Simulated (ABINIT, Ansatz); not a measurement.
Planning a run of ABINIT 10.8.3 on CsPbCl3 (Pm-3m). The input:

```
acell 3*1.0 Angstrom
rprim 
  5.605000000000 0.000000000000 0.000000000000
  0.000000000000 5.605000000000 0.000000000000
  0.000000000000 0.000000000000 5.605000000000
ntypat 3
znucl 55 82 17
natom 5
typat 1 2 3 3 3
xred 
  0.000000000000 0.000000000000 0.000000000000
  0.500000000000 0.500000000000 0.500000000000
  0.500000000000 0.500000000000 0.000000000000
  0.000000000000 0.500000000000 0.500000000000
  0.500000000000 0.000000000000 0.500000000000
pp_dirpath "pseudos"
pseudos "Cs.upf, Pb.upf, Cl.upf"
ecut 32
ngkpt 2 2 2
nshiftk 1
shiftk 0 0 0
kptopt 1
chksymbreak 0
istwfk *1
occopt 1
irdwfk 1
optdriver 99
bs_calctype 1
mbpt_sciss 1.352 eV
bs_loband 18
nband 36
bs_exchange_term 1
bs_coulomb_term 11
bs_coupling 0
bs_algorithm 1
bs_freq_mesh 0 9 0.05 eV
zcut 0.15 eV
ecuteps 3.6
ecutwfn 16
inclvkb 2
irdscr 1
indata_prefix "in"
outdata_prefix "out"
tmpdata_prefix "tmp"
```

```sh
OMP_NUM_THREADS=1 mpirun -n 4 abinit run.abi > log
```

Q: Estimate wall time and host memory on 4 MPI ranks of Arm Neoverse V2, shared host.

It took 27 s; on shared hardware allow 13 s to 53 s. Peak host memory was 0.53 GiB.

The kernel grows as the square of the matrix size, and full diagonalisation as its cube.

[Paths, hosts, dates, memory and timing lines, banners, echoed tables and standing remarks are left out of the program output.]

[Logs are printed without paths, hosts, clocks, repeated set-up lines and the standing remarks that a program may print on its own settings, such as how far it seeks lower states.]

[Runs of the session that timed out or met a known fault of the program may be left out.]

[Hosts, paths, dates, database ids (printed as entryN), source tags and the programs' standing remarks are cut or masked in the printed files.]

[G0W0 gaps are taken among the corrected bands and points alone; a level outside them can change the order at an edge.]

[Where Ansatz stands beside ABINIT at settings called matched, ABINIT's density can come from a denser mesh and the files from another edition; pairs whose starting gaps differed by over 0.03 eV were left out, so agreement reads better than it is.]
